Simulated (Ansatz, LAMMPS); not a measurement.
# Relaxing amorphous 57ZrO2-43SiO2 (mol %) (84 atoms), part 2 of 4

Wanted: the relaxed structure of amorphous 57ZrO2-43SiO2 (mol %) (84 atoms) and its electronic structure.

Ansatz 0.2.0; Kohn-Sham DFT, PBE, PAW (set soft_2), plane waves.

The cell: 16 Zr, 12 Si and 56 O. The quench rate of 50 K/ps is orders of magnitude faster than experiment. The network of bonds at the start is that of the classical potential that made the cell. Only the Γ point is sampled in the main run, in a cell whose shortest periodic width is 11 Å.

So far. Step 3 (Single point at the start): Neighbours are counted within 2.82 Å (O-Zr), 2.12 Å (O-Si).

### 4. Cell and atoms relaxed

Cell and atoms are freed together, to release stress as well as forces.

The input, input.yaml:

```yaml
crystal:
  lattice:
    - [10.5486, 0.0, 0.0]
    - [0.0, 10.5486, 0.0]
    - [0.0, 0.0, 10.5486]
  atoms:
    [... the 84 atom lines of step 3 ...]
kpoints:
  mp_grid: { grid: [1, 1, 1] }
hamiltonian:
  xc: pbe
scf:
  occupations: { method: fermi_dirac, width: 0.025 }
output:
  forces: true
relax:
  f_tol: 0.04
  max_steps: 250
  cell: {}
```

The run is started by

```
ansatz run input.yaml --threads 4 --pin off --max-ram 8192MiB --backend cpu --events-out ev --progress --plain --runs-dir out
```

Numbers of over 12 decimals in the logs are rounded to 6 here.

Output:

```text
[...]
Crystal: 84 atoms, lattice volume = 1173.774 Å³
Basis set: ecut = 420 eV, 22983 PW (Γ), exchange–correlation on 144×144×144 points (8 copies of the dense FFT grid, shifted against one another)
Bands: 372, of which v1, the nominal top of the filled ones, is band 288 counted from 1 (287 counted from 0)
Symmetry: 1 space group operations
[...]
k-points: 1
[...]
SCF iter   1: F=—  HF=-106456.495348 eV  |F-HF|=—  |Δ(HF+E_count)|=         —  Δρ=3.52e-3  dr2=1.33e-1  ethr=1.77e-3  ⟨swp⟩=6.0  Hψ=1427  notcnv=0  defer=57
[...]
SCF iter  10: F=-106456.484710 eV  HF=-106456.484710 eV  |F-HF|=2.95e-8  |Δ(HF+E_count)|=   2.52e-7  Δρ=2.94e-6  dr2=9.82e-8  ethr=1.74e-11  ⟨swp⟩=4.0  Hψ=1120  notcnv=0
SCF 1 converged in 10 iterations: F = -106456.484710 eV  dr2 = 9.82e-8
[...]
relax step   1: F+E_penalty+E_count = -106456.48470988 eV  Δ(F+E_penalty+E_count) = +0.000e0 eV  max|allowed force component| = 3.191e0 eV/Å  Δτ_max = 0.0000 Å  P = -1.145 GPa  Ω = 1173.774 Å³  (10 SCF iters, dr2 threshold 1.00e-7 eV, accepted)
[... from here on, the SCF cycles and remarks between the steps are left out ...]
relax step   2: F+E_penalty+E_count = -106458.87649814 eV  Δ(F+E_penalty+E_count) = -2.392e0 eV  max|allowed force component| = 1.914e0 eV/Å  Δτ_max = 0.1910 Å  P = +2.349 GPa  Ω = 1142.102 Å³  energy of the carried Pulay correction = +1.107e-1 eV  (9 SCF iters, dr2 threshold 8.40e-6 eV, accepted)
relax step   3: F+E_penalty+E_count = -106459.64717712 eV  Δ(F+E_penalty+E_count) = -7.707e-1 eV  max|allowed force component| = 1.168e0 eV/Å  Δτ_max = 0.0868 Å  P = +0.932 GPa  Ω = 1149.430 Å³  energy of the carried Pulay correction = +8.485e-2 eV  (7 SCF iters, dr2 threshold 8.40e-6 eV, accepted)
relax step   4: F+E_penalty+E_count = -106460.19321284 eV  Δ(F+E_penalty+E_count) = -5.460e-1 eV  max|allowed force component| = 1.016e0 eV/Å  Δτ_max = 0.2000 Å  P = +0.318 GPa  Ω = 1148.536 Å³  energy of the carried Pulay correction = +8.800e-2 eV  (8 SCF iters, dr2 threshold 8.40e-6 eV, accepted)
relax step   5: F+E_penalty+E_count = -106460.24479281 eV  Δ(F+E_penalty+E_count) = -5.158e-2 eV  max|allowed force component| = 6.047e-1 eV/Å  Δτ_max = 0.2000 Å  P = -0.002 GPa  Ω = 1151.403 Å³  energy of the carried Pulay correction = +7.791e-2 eV  (8 SCF iters, dr2 threshold 8.40e-6 eV, accepted)
relax step   6: F+E_penalty+E_count = -106460.22533031 eV  Δ(F+E_penalty+E_count) = +1.946e-2 eV  max|allowed force component| = 8.061e-1 eV/Å  Δτ_max = 0.2000 Å  P = +0.198 GPa  Ω = 1151.163 Å³  energy of the carried Pulay correction = +7.876e-2 eV  (8 SCF iters, dr2 threshold 8.40e-6 eV, rejected (line search))
relax step   7: F+E_penalty+E_count = -106460.39840156 eV  Δ(F+E_penalty+E_count) = -1.536e-1 eV  max|allowed force component| = 2.012e-1 eV/Å  Δτ_max = 0.1000 Å  P = +0.012 GPa  Ω = 1151.331 Å³  energy of the carried Pulay correction = +7.817e-2 eV  (13 SCF iters, accepted)
relax step   8: F+E_penalty+E_count = -106460.42146592 eV  Δ(F+E_penalty+E_count) = -2.306e-2 eV  max|allowed force component| = 3.761e-2 eV/Å  Δτ_max = 0.0464 Å  P = +0.024 GPa  Ω = 1151.269 Å³  energy of the carried Pulay correction = +7.838e-2 eV  (7 SCF iters, dr2 threshold 2.53e-6 eV, accepted)
relax step   9: F+E_penalty+E_count = -106460.42452705 eV  Δ(F+E_penalty+E_count) = -3.061e-3 eV  max|allowed force component| = 2.392e-2 eV/Å  Δτ_max = 0.0185 Å  P = +0.008 GPa  Ω = 1150.868 Å³  energy of the carried Pulay correction = +7.979e-2 eV  (9 SCF iters, dr2 threshold 9.49e-9 eV, accepted)
relax step  10: F+E_penalty+E_count = -106460.36920365 eV  Δ(F+E_penalty+E_count) = +5.532e-2 eV  max|allowed force component| = 2.326e-2 eV/Å  Δτ_max = 0.0000 Å  P = -0.074 GPa  Ω = 1150.868 Å³  stress off target by 2.15e-1 GPa  SCF on the basis re-selected at this cell (its energy is not comparable with the rows above)  (7 SCF iters)
relax step  11: F+E_penalty+E_count = -106460.39208855 eV  Δ(F+E_penalty+E_count) = -2.288e-2 eV  max|allowed force component| = 9.804e-2 eV/Å  Δτ_max = 0.2000 Å  P = -0.002 GPa  Ω = 1146.707 Å³  energy of the carried Pulay correction = +1.490e-2 eV  (9 SCF iters, dr2 threshold 1.15e-7 eV, accepted)
relax step  12: F+E_penalty+E_count = -106460.43964165 eV  Δ(F+E_penalty+E_count) = -4.755e-2 eV  max|allowed force component| = 3.475e-1 eV/Å  Δτ_max = 0.1940 Å  P = -0.075 GPa  Ω = 1143.649 Å³  energy of the carried Pulay correction = +2.566e-2 eV  (8 SCF iters, dr2 threshold 6.01e-7 eV, accepted)
relax step  13: F+E_penalty+E_count = -106460.51439641 eV  Δ(F+E_penalty+E_count) = -7.475e-2 eV  max|allowed force component| = 2.976e-1 eV/Å  Δτ_max = 0.2000 Å  P = -0.012 GPa  Ω = 1139.736 Å³  energy of the carried Pulay correction = +3.937e-2 eV  (7 SCF iters, dr2 threshold 7.55e-6 eV, accepted)
relax step  14: F+E_penalty+E_count = -106459.81251935 eV  Δ(F+E_penalty+E_count) = +7.019e-1 eV  max|allowed force component| = 3.907e0 eV/Å  Δτ_max = 0.1958 Å  P = +0.883 GPa  Ω = 1137.987 Å³  energy of the carried Pulay correction = +4.523e-2 eV  (8 SCF iters, dr2 threshold 5.53e-6 eV, rejected (line search))
relax step  15: F+E_penalty+E_count = -106460.55307077 eV  Δ(F+E_penalty+E_count) = -3.867e-2 eV  max|allowed force component| = 1.060e-1 eV/Å  Δτ_max = 0.0944 Å  P = -0.018 GPa  Ω = 1139.642 Å³  energy of the carried Pulay correction = +3.961e-2 eV  (13 SCF iters, accepted)
relax step  16: F+E_penalty+E_count = -106460.58340927 eV  Δ(F+E_penalty+E_count) = -3.034e-2 eV  max|allowed force component| = 1.126e-1 eV/Å  Δτ_max = 0.1000 Å  P = -0.018 GPa  Ω = 1139.859 Å³  energy of the carried Pulay correction = +3.885e-2 eV  (8 SCF iters, dr2 threshold 7.03e-7 eV, accepted)
relax step  17: F+E_penalty+E_count = -106460.55500669 eV  Δ(F+E_penalty+E_count) = +2.840e-2 eV  max|allowed force component| = 1.690e-1 eV/Å  Δτ_max = 0.1446 Å  P = +0.010 GPa  Ω = 1138.704 Å³  energy of the carried Pulay correction = +4.269e-2 eV  (9 SCF iters, dr2 threshold 7.92e-7 eV, rejected (line search))
relax step  18: F+E_penalty+E_count = -106460.58860498 eV  Δ(F+E_penalty+E_count) = -5.196e-3 eV  max|allowed force component| = 1.232e-1 eV/Å  Δτ_max = 0.0706 Å  P = -0.007 GPa  Ω = 1139.190 Å³  energy of the carried Pulay correction = +4.118e-2 eV  (13 SCF iters, accepted)
relax step  19: F+E_penalty+E_count = -106460.59891124 eV  Δ(F+E_penalty+E_count) = -1.031e-2 eV  max|allowed force component| = 4.095e-2 eV/Å  Δτ_max = 0.0268 Å  P = +0.005 GPa  Ω = 1138.637 Å³  energy of the carried Pulay correction = +4.309e-2 eV  (7 SCF iters, dr2 threshold 9.49e-7 eV, accepted)
relax step  20: F+E_penalty+E_count = -106460.59884519 eV  Δ(F+E_penalty+E_count) = +6.605e-5 eV  max|allowed force component| = 2.705e-2 eV/Å  Δτ_max = 0.0109 Å  P = -0.012 GPa  Ω = 1138.896 Å³  energy of the carried Pulay correction = +4.220e-2 eV  (7 SCF iters, dr2 threshold 1.05e-7 eV, accepted)
relax step  21: F+E_penalty+E_count = -106460.56632399 eV  Δ(F+E_penalty+E_count) = +3.252e-2 eV  max|allowed force component| = 2.647e-2 eV/Å  Δτ_max = 0.0000 Å  P = -0.042 GPa  Ω = 1138.896 Å³  stress off target by 1.72e-1 GPa  SCF on the basis re-selected at this cell (its energy is not comparable with the rows above)  (7 SCF iters)
relax step  22: F+E_penalty+E_count = -106460.57062819 eV  Δ(F+E_penalty+E_count) = -4.304e-3 eV  max|allowed force component| = 1.482e-2 eV/Å  Δτ_max = 0.0256 Å  P = -0.002 GPa  Ω = 1138.230 Å³  energy of the carried Pulay correction = +2.533e-3 eV  (8 SCF iters, dr2 threshold 7.39e-8 eV, accepted)
relax step  23: F+E_penalty+E_count = -106460.56617801 eV  Δ(F+E_penalty+E_count) = +4.450e-3 eV  max|allowed force component| = 1.495e-2 eV/Å  Δτ_max = 0.0000 Å  P = -0.005 GPa  Ω = 1138.230 Å³  stress off target by 2.34e-2 GPa  SCF on the basis re-selected at this cell (its energy is not comparable with the rows above)  (5 SCF iters)
[...]
SCF converged after 5 iterations
Free energy (F): -106460.566178 eV
[...]
Internal energy: -106460.566178 eV  (E = F + TS)
E sigma→0 (E₀):  -106460.566178 eV
Fermi energy:    7.723540 eV
[...]
--- Forces (eV/Å), atoms counted from 1 ---
  atom   1  Zr     0.00607738    -0.00337800     0.00353885
  atom   2  Zr    -0.00854107     0.00342911     0.00813325
  atom   3  Zr     0.00231971    -0.00405272    -0.00483905
  atom   4  Zr    -0.00353009     0.00108473     0.00917180
  atom   5  Zr     0.00620583    -0.00261581     0.00654403
  atom   6  Zr    -0.00052655     0.00049254     0.00474216
  atom   7  Zr     0.00438045    -0.00520829     0.00234942
  atom   8  Zr     0.00233501    -0.00285787     0.00360043
  atom   9  Zr     0.00768403     0.00112198    -0.00960374
  atom  10  Zr    -0.00209551     0.00595968    -0.00001523
  atom  11  Zr     0.00950731    -0.00712926     0.00088751
  atom  12  Zr     0.00436109     0.00457647    -0.00729410
  atom  13  Zr    -0.00993751     0.00171101     0.00693154
  atom  14  Zr     0.00901005     0.00593297    -0.00691074
[...]
atom  83  O     -0.00085234    -0.00340411     0.00467209
  atom  84  O      0.00274536    -0.00284299    -0.00245522
  max |Σ_I F_I| component: 4.79e-5 eV/Å
--- Stress (GPa, compression-positive) ---
       -0.004296       0.009459       0.012857
        0.009459      -0.000889      -0.003871
        0.012858      -0.003870      -0.008819
  P = ⅓ Tr σ = -0.0047 GPa (-0.047 kbar)
--- Relaxed structure (20 steps of the walk, 17 accepted, 3 SCFs on fresh bases) ---
  F+E_penalty+E_count = -106460.56617801 eV   max|allowed force component| = 1.495e-2 eV/Å   (the final SCF, on the basis selected at the relaxed cell)
  cell:  # Å, volume = 1138.2301 Å³
    - [10.740479, 0.230711, 0.111136]
    - [0.230711, 10.317715, -0.151636]
    - [0.111136, -0.151636, 10.279627]
  atoms:
    - { symbol: Zr, position: [0.014824, 0.804886, 0.530408] }
    - { symbol: Zr, position: [0.664677, 0.725698, 0.507968] }
    - { symbol: Zr, position: [0.301333, 0.762728, 0.764180] }
    - { symbol: Zr, position: [0.627746, 0.356010, 0.516174] }
[...]
- { symbol: O, position: [0.853317, 0.583351, 0.078239] }
```

Wall time 2.3 min (4 threads of Intel Xeon Platinum 8559C (Emerald Rapids), shared host); peak memory 1.6 GiB; 8.5 min of CPU time.

Step by step (22 of 23):

```
step  energy less that of the first step (eV)  largest force component (eV/Å)  pressure (GPa)  volume (Å³)
   1                                   0.0000                          3.1912           -1.14      1173.77
   2                                  -2.3918                          1.9143            2.35      1142.10
   3                                  -3.1625                          1.1680            0.93      1149.43
   4                                  -3.7085                          1.0161            0.32      1148.54
   5                                  -3.7601                          0.6047            0.00      1151.40
   6                                  -3.7406                          0.8061            0.20      1151.16
   7                                  -3.9137                          0.2012            0.01      1151.33
   8                                  -3.9368                          0.0376            0.02      1151.27
   9                                  -3.9398                          0.0239            0.01      1150.87
 10*                                  -3.8845                          0.0233           -0.07      1150.87
  11                                  -3.9074                          0.0980            0.00      1146.71
  13                                  -4.0297                          0.2976           -0.01      1139.74
  14                                  -3.3278                          3.9066            0.88      1137.99
  15                                  -4.0684                          0.1060           -0.02      1139.64
  16                                  -4.0987                          0.1126           -0.02      1139.86
  17                                  -4.0703                          0.1690            0.01      1138.70
  18                                  -4.1039                          0.1232           -0.01      1139.19
  19                                  -4.1142                          0.0410            0.01      1138.64
  20                                  -4.1141                          0.0270           -0.01      1138.90
 21*                                  -4.0816                          0.0265           -0.04      1138.90
  22                                  -4.0859                          0.0148            0.00      1138.23
 23*                                  -4.0815                          0.0149            0.00      1138.23
```

Relaxation steps marked * repeat the geometry before them on a plane-wave basis chosen anew for their cell, so energy and pressure can jump there. Other such steps can lie between the rows shown. Relaxation steps 6, 14, 17 were tried and not accepted.

```csv
cell as run,before,after,change
a (Å),10.549,10.744,+1.8 %
b (Å),10.549,10.321,-2.2 %
c (Å),10.549,10.281,-2.5 %
α (°),90.00,91.67,+1.9 %
β (°),90.00,88.81,-1.3 %
γ (°),90.00,87.50,-2.8 %
volume (Å³/atom),13.97,13.55,-3.0 %
```

The atoms that moved most (Å, as changes of fractional coordinates times the final cell):

| atom | dx | dy | dz | length |
| --- | --- | --- | --- | --- |
| O29 | 0.292 | -0.175 | -0.750 | 0.824 |
| O73 | 0.607 | -0.072 | -0.223 | 0.651 |
| O31 | 0.034 | -0.043 | -0.567 | 0.569 |
| O44 | 0.047 | -0.483 | -0.246 | 0.544 |
| O67 | -0.074 | 0.306 | -0.368 | 0.485 |
| O34 | -0.131 | -0.101 | 0.416 | 0.448 |
| Zr15 | 0.286 | -0.205 | 0.240 | 0.425 |
| O62 | -0.295 | -0.160 | 0.210 | 0.396 |

The relaxation changed the energy by -48.6 meV/atom, and atoms moved by 0.26 Å r.m.s., 0.82 Å at most.

### 5. Local order after relaxation

Bonds before and after, by the cutoffs listed below:

```csv
pair,bonds before,bonds after,mean before (Å),mean after (Å),spread before (Å),spread after (Å)
O-Zr,95,99,2.157,2.159,0.145,0.168
O-Si,48,48,1.633,1.649,0.059,0.032
```

Density 3.93 g/cm³, 13.55 Å³ an atom.

Pair distribution functions g(r), in bins of 0.2 Å:

| r (Å) | total | O-O | O-Zr | O-Si | Zr-Zr | Zr-Si | Si-Si |
| --- | --- | --- | --- | --- | --- | --- | --- |
| 1.60 | 2.14 | 0.00 | 0.00 | 11.25 | 0.00 | 0.00 | 0.00 |
| 1.80 | 0.13 | 0.00 | 0.00 | 0.68 | 0.00 | 0.00 | 0.00 |
| 2.00 | 1.23 | 0.00 | 4.88 | 0.00 | 0.00 | 0.00 | 0.00 |
| 2.20 | 1.14 | 0.00 | 4.47 | 0.00 | 0.00 | 0.00 | 0.00 |
| 2.40 | 0.39 | 0.14 | 1.27 | 0.00 | 0.00 | 0.00 | 0.00 |
| 2.60 | 1.22 | 2.62 | 0.23 | 0.00 | 0.00 | 0.00 | 0.00 |
| 2.80 | 1.24 | 2.72 | 0.06 | 0.08 | 0.00 | 0.00 | 0.00 |
| 3.00 | 0.99 | 1.87 | 0.00 | 0.29 | 0.37 | 0.53 | 2.79 |
| 3.20 | 0.63 | 0.79 | 0.15 | 0.52 | 1.39 | 0.70 | 2.50 |
| 3.40 | 0.94 | 0.75 | 0.26 | 1.17 | 3.09 | 3.83 | 0.00 |
| 3.60 | 1.02 | 0.78 | 0.74 | 1.25 | 1.67 | 3.53 | 0.00 |
| 3.80 | 0.98 | 0.48 | 1.27 | 1.49 | 2.21 | 1.15 | 0.91 |
| 4.00 | 1.07 | 0.94 | 1.04 | 1.38 | 2.41 | 0.15 | 1.59 |
| 4.20 | 1.11 | 0.83 | 1.29 | 1.88 | 0.19 | 0.27 | 1.46 |
| 4.40 | 1.11 | 0.79 | 1.65 | 1.36 | 0.00 | 1.21 | 0.65 |
| 4.60 | 1.03 | 0.86 | 1.67 | 0.64 | 0.32 | 0.90 | 1.78 |
| 4.80 | 0.99 | 1.01 | 1.29 | 0.79 | 0.00 | 0.72 | 0.84 |
| 5.00 | 0.87 | 1.00 | 0.87 | 0.68 | 0.43 | 0.84 | 1.00 |

Bonds by pair of elements; cutoffs follow the first minimum of g(r), held within bounds set by covalent radii, and pairs that aren't listed don't count as bonded:

```
pair A-B  cutoff (Å)  bonds  mean length (Å)  spread (Å)  shortest (Å)  B about A  A about B
    O-Zr        2.98     99             2.16       0.168          1.93       1.77       6.19
    O-Si        2.12     48             1.65       0.032          1.60      0.857          4
```

How many atoms have how many bonded neighbours:

```
element  mean   2   3   4   6  7  8
      O  2.62  23  31   2   0  0  0
     Si     4   0   0  12   0  0  0
     Zr  6.19   0   0   0  14  1  1
```

Bond angles (no mean is given where the spread exceeds 20°):

```
  angle  count  mean (°)  spread (°)
 O-Zr-O    259         -           -
 O-Si-O     72       109         6.5
Zr-O-Zr     66         -           -
Si-O-Zr     54       132        17.6
Si-O-Si      8       140          14
```

Oxygen atoms by the number of network formers (Si, P, Ge, B, Al, As, Ga) bound to them:

```csv
network formers bound to O,O atoms,per cent
0,16,28.6
1,32,57.1
2,8,14.3
```

Network units: each former by its oxygen neighbours and how many of them bridge to another former:

```
former  O neighbours  bridging O  atoms
    Si             4           0      1
    Si             4           1      7
    Si             4           2      3
    Si             4           3      1
```

Bond length by coordination (bonds to H left out):

| element | coordination | atoms | mean bond length (Å) |
| --- | --- | --- | --- |
| O | 2 | 23 | 1.78 |
| O | 3 | 31 | 2.08 |
| O | 4 | 2 | 2.23 |
| Zr | 6 | 14 | 2.15 |
| Zr | 7 | 1 | 2.21 |
| Zr | 8 | 1 | 2.27 |

By these cutoffs 55 % of O atoms have 3, all Si atoms have 4 and 88 % of Zr atoms have 6 bonded neighbours. Counting bonds to Si alone, not to Zr, 14 % of the oxygens join two of these atoms and 57 % one; 29 % join none. The commonest Si unit has 4 oxygens, 1 of them shared with other formers (7 of 12 atoms).

(Continued in part 3 of 4.)

[Logs are printed without paths, hosts, clocks, repeated set-up lines and the standing remarks that a program may print on its own settings, such as how far it seeks lower states.]

[Hosts, paths, dates, database ids (printed as entryN), source tags and the programs' standing remarks are cut or masked in the printed files.]
